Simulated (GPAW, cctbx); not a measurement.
# Reading charge transfer from structure factors

K2ZrH6, Fm-3m (no. 225), a = 8.9176 Å, b = 8.9176 Å, c = 8.9176 Å, α = 90.00°, β = 90.00°, γ = 90.00°.

```
atom  mult.       x    y    z
 Zr1      4       0    0    0
  K1      8     1/4  3/4  3/4
  H1     24  0.7774    0    0
```

The start was made by putting kin elements into a known structure type; the compound need not exist, or be stable, in this form.

Absolute values of the static structure factors of the conventional cell from DFT (PBE, GPAW) against free spherical atoms, in electrons:

| hkl | d (Å) | free atoms | crystal |
| --- | --- | --- | --- |
| 111 | 5.149 | 149.46 | 149.93 |
| 020 | 4.459 | 18.07 | 19.71 |
| 022 | 3.153 | 249.18 | 247.04 |
| 131 | 2.689 | 127.41 | 126.70 |
| 222 | 2.574 | 4.94 | 0.58 |
| 040 | 2.229 | 233.36 | 237.84 |
| 133 | 2.046 | 115.38 | 113.44 |
| 042 | 1.994 | 20.45 | 21.32 |
| 242 | 1.820 | 203.04 | 201.85 |
| 333 | 1.716 | 106.98 | 104.33 |

**Question.** Which way does charge move, and which reflections show it best?

Project each element's phase sum on the total phase. |F| rises if density moves to atoms that scatter in phase and falls if it moves to atoms that scatter against it; the rule is for low angles, since changes of shape take over beyond. Where all elements are in phase the terms compete, and the compactness of the donor's and the acceptor's density matters too.

| hkl | Zr in phase | K in phase | H in phase | change (e) | (%) |
| --- | --- | --- | --- | --- | --- |
| 111 | +4.0 | 0.0 | +4.1 | +0.46 | +0.3 |
| 020 | +4.0 | -8.0 | +8.5 | +1.64 | +9.1 |
| 022 | +4.0 | +8.0 | -7.1 | -2.14 | -0.9 |
| 131 | +4.0 | 0.0 | -1.2 | -0.71 | -0.6 |
| 222 | +4.0 | -8.0 | -22.6 | -4.36 | -88.3 |
| 040 | +4.0 | +8.0 | +22.2 | +4.48 | +1.9 |
| 133 | +4.0 | 0.0 | -6.5 | -1.94 | -1.7 |
| 042 | +4.0 | -8.0 | +6.7 | +0.88 | +4.3 |

Low-angle reflections that set elements apart and change by more than 0.05 e: 111, 020, 022, 131, 222, 133 and 042. The signs fit a gain of density on H and a loss on Zr and K, apart from 111. The best witness is 222, -88.3 %, where H enters with -22.6. The real-space density agrees: Voronoi charges Zr +0.49, K +0.23, H -0.16 e. The shortest bond, Zr–H, has Δρ = +0.14 e/Å³ at its midpoint, on a slope that rises towards one atom.

[Outputs are excerpts: Python notices, other lines and further rows are left out; steps that failed or that the build refused (PBEsol, TPSS) are not shown.]

[Logs are printed without paths, hosts, clocks, repeated set-up lines and the standing remarks that a program may print on its own settings, such as how far it seeks lower states.]
